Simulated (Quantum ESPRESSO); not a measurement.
# Magnetic state of MnF2 from several starts, part 2 of 2

Aim: find out which collinear order of MnF2 costs least.

Quantum ESPRESSO 7.5; LDA; plane waves with GBRV 1.5 LDA potentials, no spin-orbit coupling.

So far, absolute magnetization (μB): step 2 (run 1, typed as ferro ++) 10.

**3. Start 2: antiferro +−**

pw.in reads:

```
&CONTROL
  calculation = 'scf'
  prefix = 'pwscf'
  outdir = './tmp'
  pseudo_dir = './pseudo'
  disk_io = 'nowf'
/
&SYSTEM
  ibrav = 0
  nat = 6
  ntyp = 3
  ecutwfc = 40
  ecutrho = 280
  nbnd = 39
  occupations = 'smearing'
  smearing = 'fd'
  degauss = 0.00367493
  nspin = 2
  starting_magnetization(1) = 0.3
  starting_magnetization(2) = -0.3
  starting_magnetization(3) = 0
/
&ELECTRONS
  conv_thr = 1.2d-08
  electron_maxstep = 150
  mixing_beta = 0.3
/
ATOMIC_SPECIES
Mn1    54.9380 mn_lda_v1.5.uspp.F.UPF
Mn2    54.9380 mn_lda_v1.5.uspp.F.UPF
F      18.9984 f_lda_v1.4.uspp.F.UPF
CELL_PARAMETERS angstrom
   4.8738000000    0.0000000000    0.0000000000
   0.0000000000    4.8738000000    0.0000000000
   0.0000000000    0.0000000000    3.3107000000
ATOMIC_POSITIONS crystal
Mn1     0.0000000000    0.0000000000    0.0000000000
Mn2     0.5000000000    0.5000000000    0.5000000000
F       0.3053000000    0.3053000000    0.0000000000
F       0.1947000000    0.8053000000    0.5000000000
F       0.6947000000    0.6947000000    0.0000000000
F       0.8053000000    0.1947000000    0.5000000000
K_POINTS automatic
6 6 6 0 0 0
```

Started as:

```bash
$ OMP_NUM_THREADS=1 mpirun -n 4 pw.x -nk 4 -in pw.in > pw.out
```

Log:

```text
[banner, memory and clock lines left out]
Program PWSCF v.7.5 starts

     Message from routine setup:
     using ibrav=0 with symmetry is DISCOURAGED, use correct ibrav instead

     bravais-lattice index     =            0
     lattice parameter (alat)  =       9.2101  a.u.
     unit-cell volume          =     530.7034 (a.u.)^3
     number of atoms/cell      =            6
     number of atomic types    =            3
     number of electrons       =        58.00
     number of Kohn-Sham states=           39
     kinetic-energy cutoff     =      40.0000  Ry
     charge density cutoff     =     280.0000  Ry
     scf convergence threshold =      1.2E-08
     mixing beta               =       0.3000
     number of iterations used =            8  plain     mixing
     Exchange-correlation=  SLA  PZ   NOGX NOGC
                           (   1   1   0   0   0   0   0)

     celldm(1)=   9.210147  celldm(2)=   0.000000  celldm(3)=   0.000000
     celldm(4)=   0.000000  celldm(5)=   0.000000  celldm(6)=   0.000000

     crystal axes: (cart. coord. in units of alat)
               a(1) = (   1.000000   0.000000   0.000000 )
               a(2) = (   0.000000   1.000000   0.000000 )
               a(3) = (   0.000000   0.000000   0.679285 )

     reciprocal axes: (cart. coord. in units 2 pi/alat)
               b(1) = (  1.000000  0.000000  0.000000 )
               b(2) = (  0.000000  1.000000  0.000000 )
               b(3) = (  0.000000  0.000000  1.472136 )

     PseudoPot. # 1 for Mn read from file:
     mn_lda_v1.5.uspp.F.UPF
     Pseudo is Ultrasoft + core correction, Zval = 15.0

     PseudoPot. # 2 for Mn read from file:
     mn_lda_v1.5.uspp.F.UPF
     Pseudo is Ultrasoft + core correction, Zval = 15.0

     PseudoPot. # 3 for F  read from file:
     f_lda_v1.4.uspp.F.UPF
     Pseudo is Ultrasoft, Zval =  7.0

     atomic species   valence    mass     pseudopotential
     Mn1              15.00    54.93800     Mn( 1.00)
     Mn2              15.00    54.93800     Mn( 1.00)
     F                 7.00    18.99840     F ( 1.00)

     Starting magnetic structure
     atomic species   magnetization
     Mn1             0.300
     Mn2            -0.300
     F               0.000

      8 Sym. Ops., with inversion, found

   Cartesian axes

     site n.     atom                  positions (alat units)
         1        Mn1    tau(   1) = (   0.0000000   0.0000000   0.0000000  )
         2        Mn2    tau(   2) = (   0.5000000   0.5000000   0.3396426  )
         3        F      tau(   3) = (   0.3053000   0.3053000   0.0000000  )
         4        F      tau(   4) = (   0.1947000   0.8053000   0.3396426  )
         5        F      tau(   5) = (   0.6947000   0.6947000   0.0000000  )
         6        F      tau(   6) = (   0.8053000   0.1947000   0.3396426  )

     number of k points=    52  Fermi-Dirac smearing, width (Ry)=  0.0037
                       cart. coord. in units 2pi/alat
        k(    1) = (   0.0000000   0.0000000   0.0000000), wk =   0.0046296
        k(    2) = (   0.0000000   0.0000000   0.2453560), wk =   0.0092593
        k(    3) = (   0.0000000   0.0000000   0.4907119), wk =   0.0092593
        k(    4) = (   0.0000000   0.0000000  -0.7360679), wk =   0.0046296
        k(    5) = (   0.0000000   0.1666667   0.0000000), wk =   0.0185185
        [... 47 further k-points ...]

     Dense  grid:    42069 G-vectors     FFT dimensions: (  50,  50,  36)

     Smooth grid:    18157 G-vectors     FFT dimensions: (  40,  40,  25)

     Check: negative core charge=   -0.000039
     Generating pointlists ...
     new r_m :   0.1781 (alat units)  1.6403 (a.u.) for type    1
     new r_m :   0.1781 (alat units)  1.6403 (a.u.) for type    2
     new r_m :   0.1781 (alat units)  1.6403 (a.u.) for type    3

     Initial potential from superposition of free atoms

     starting charge      56.9999, renormalised to      58.0000
     Starting wfcs are   42 randomized atomic wfcs

     Self-consistent Calculation

     iteration #  1     ecut=    40.00 Ry     beta= 0.30
     Davidson diagonalization with overlap
     ethr =  1.00E-02,  avg # of iterations =  2.4

     Threshold (ethr) on eigenvalues was too large:
     Diagonalizing with lowered threshold

     Davidson diagonalization with overlap
     ethr =  7.01E-04,  avg # of iterations =  1.4

     total energy              =    -616.82454747 Ry
     estimated scf accuracy    <       0.40673487 Ry

     total magnetization       =    -0.00 Bohr mag/cell
     absolute magnetization    =     9.51 Bohr mag/cell

     iteration #  2     ecut=    40.00 Ry     beta= 0.30
     Davidson diagonalization with overlap
     ethr =  7.01E-04,  avg # of iterations =  2.0

     total energy              =    -616.89161714 Ry
     estimated scf accuracy    <       0.04316360 Ry

     total magnetization       =     0.00 Bohr mag/cell
     absolute magnetization    =     9.47 Bohr mag/cell

     [... further iterations left out ...]

     iteration # 10     ecut=    40.00 Ry     beta= 0.30
     Davidson diagonalization with overlap
     ethr =  2.93E-11,  avg # of iterations =  2.9

     negative rho (up, down):  5.815E-04 5.815E-04

     total energy              =    -616.89882136 Ry
     estimated scf accuracy    <       0.00000002 Ry

     total magnetization       =    -0.00 Bohr mag/cell
     absolute magnetization    =     9.52 Bohr mag/cell

     iteration # 11     ecut=    40.00 Ry     beta= 0.30
     Davidson diagonalization with overlap
     ethr =  2.93E-11,  avg # of iterations =  3.0

     negative rho (up, down):  5.814E-04 5.814E-04

     Magnetic moment per site  (integrated on atomic sphere of radius R)
     atom   1 (R=0.178)  charge= 12.3454  magn=  4.1131
     atom   2 (R=0.178)  charge= 12.3454  magn= -4.1131
     atom   3 (R=0.178)  charge=  6.6718  magn= -0.0341
     atom   4 (R=0.178)  charge=  6.6718  magn=  0.0341
     atom   5 (R=0.178)  charge=  6.6718  magn= -0.0341
     atom   6 (R=0.178)  charge=  6.6718  magn=  0.0341

     End of self-consistent calculation

     Number of k-points >= 100: set verbosity='high' to print the bands.

     the Fermi energy is     7.3215 ev

!    total energy              =    -616.89882137 Ry
     estimated scf accuracy    <          1.3E-10 Ry
     smearing contrib. (-TS)   =      -0.00000000 Ry
     internal energy E=F+TS    =    -616.89882137 Ry

     The total energy is F=E-TS. E is the sum of the following terms:
     one-electron contribution =    -375.19976802 Ry
     hartree contribution      =     211.90181582 Ry
     xc contribution           =     -89.41453023 Ry
     ewald contribution        =    -364.18633894 Ry

     total magnetization       =     0.00 Bohr mag/cell
     absolute magnetization    =     9.52 Bohr mag/cell

     convergence has been achieved in  11 iterations
```

Run time: 35 s. Hardware: 4 MPI ranks of Arm Neoverse V2, shared host; peak memory 0.55 GiB.

Spin moment in the atom's sphere by atom:

```csv
atom,spin moment in the atom's sphere (μB)
Mn1,4.11
Mn2,-4.11
F3,-0.03
F4,0.03
F5,-0.03
F6,0.03
```

Read from the output:

```
smearing term TS       : 2.87e-9 eV
magnetization          : 0 μB
absolute magnetization : 9.522 μB
final state            : antiferromagnetic
```

**4. Run 3 (no spin polarisation)**

Changes to pw.in since step 3:

```diff
@@ -10,3 +10,3 @@
   nat = 6
-  ntyp = 3
+  ntyp = 2
   ecutwfc = 40
@@ -17,6 +17,2 @@
   degauss = 0.00367493
-  nspin = 2
-  starting_magnetization(1) = 0.3
-  starting_magnetization(2) = -0.3
-  starting_magnetization(3) = 0
 /
@@ -28,4 +24,3 @@
 ATOMIC_SPECIES
-Mn1    54.9380 mn_lda_v1.5.uspp.F.UPF
-Mn2    54.9380 mn_lda_v1.5.uspp.F.UPF
+Mn     54.9380 mn_lda_v1.5.uspp.F.UPF
 F      18.9984 f_lda_v1.4.uspp.F.UPF
@@ -36,4 +31,4 @@
 ATOMIC_POSITIONS crystal
-Mn1     0.0000000000    0.0000000000    0.0000000000
-Mn2     0.5000000000    0.5000000000    0.5000000000
+Mn      0.0000000000    0.0000000000    0.0000000000
+Mn      0.5000000000    0.5000000000    0.5000000000
 F       0.3053000000    0.3053000000    0.0000000000
```

Log:

```text
     [... lines left out ...]
Program PWSCF v.7.5 starts
     [... lines left out ...]
     number of atoms/cell      =            6
     [... lines left out ...]
     number of electrons       =        58.00
     number of Kohn-Sham states=           39
     kinetic-energy cutoff     =      40.0000  Ry
     charge density cutoff     =     280.0000  Ry
     scf convergence threshold =      1.2E-08
     [... lines left out ...]
     16 Sym. Ops., with inversion, found ( 8 have fractional translation)
     [... lines left out ...]
     number of k points=    40  Fermi-Dirac smearing, width (Ry)=  0.0037
     [... lines left out ...]
     iteration # 10     ecut=    40.00 Ry     beta= 0.30
     [... lines left out ...]
     the Fermi energy is     6.7101 ev
!    total energy              =    -616.49787499 Ry
     estimated scf accuracy    <          3.2E-09 Ry
     smearing contrib. (-TS)   =      -0.01080714 Ry
     [... lines left out ...]
     convergence has been achieved in  10 iterations
```

Elapsed: 12 s, on 4 MPI ranks; peak memory 0.42 GiB; 49 s of CPU time.

Numbers from this step:

```
smearing term TS : 0.1470 eV
final state      : non-magnetic (no spin polarisation)
```

**5. Ranking**

An order is kept where moments of 0.15 μB or more survive with the typed signs; meshes match where a doubled cell samples the same k points as the first cell.

Orders:

```csv
start,final state,typed order kept,energy over the lowest (meV a seeded atom),largest site moment (μB),net moment (μB a cell of the first run),mesh matched,CPU time (s)
ferro ++,ferromagnetic,yes,67.98,4.163,10,yes,113.4
antiferro +-,antiferromagnetic,yes,0,4.113,0,yes,138.4
no spin polarisation,non-magnetic,-,2728,0,0,yes,49.36
```

**6. What came out**

* lowest state found: antiferromagnetic (from antiferro +-)
* largest site moment: 4.11 μB
* next state with moments: ferromagnetic, 68.0 meV a seeded atom higher
* state without moments: 2728 meV a seeded atom higher

Forming the moments gains more than four times the spread of the orders, as local moments do. This is the lowest of 3 collinear or spinless starts, no proof of the ground state. No Hubbard term acts here. In such compounds local and semilocal functionals without one often delocalise the d electrons, and can shrink or lose moments and miss the size, sign and order of the couplings.

[Logs and program files are shortened in this print: banners, set-up blocks, solver, clock and traceback lines can be left out without a mark of their own.]

[Logs are printed without paths, hosts, clocks, repeated set-up lines and the standing remarks that a program may print on its own settings, such as how far it seeks lower states.]

[Hosts, paths, dates, database ids (printed as entryN), source tags and the programs' standing remarks are cut or masked in the printed files.]

[Where a cell is said to come from a database of computed structures, the database is the Materials Project.]
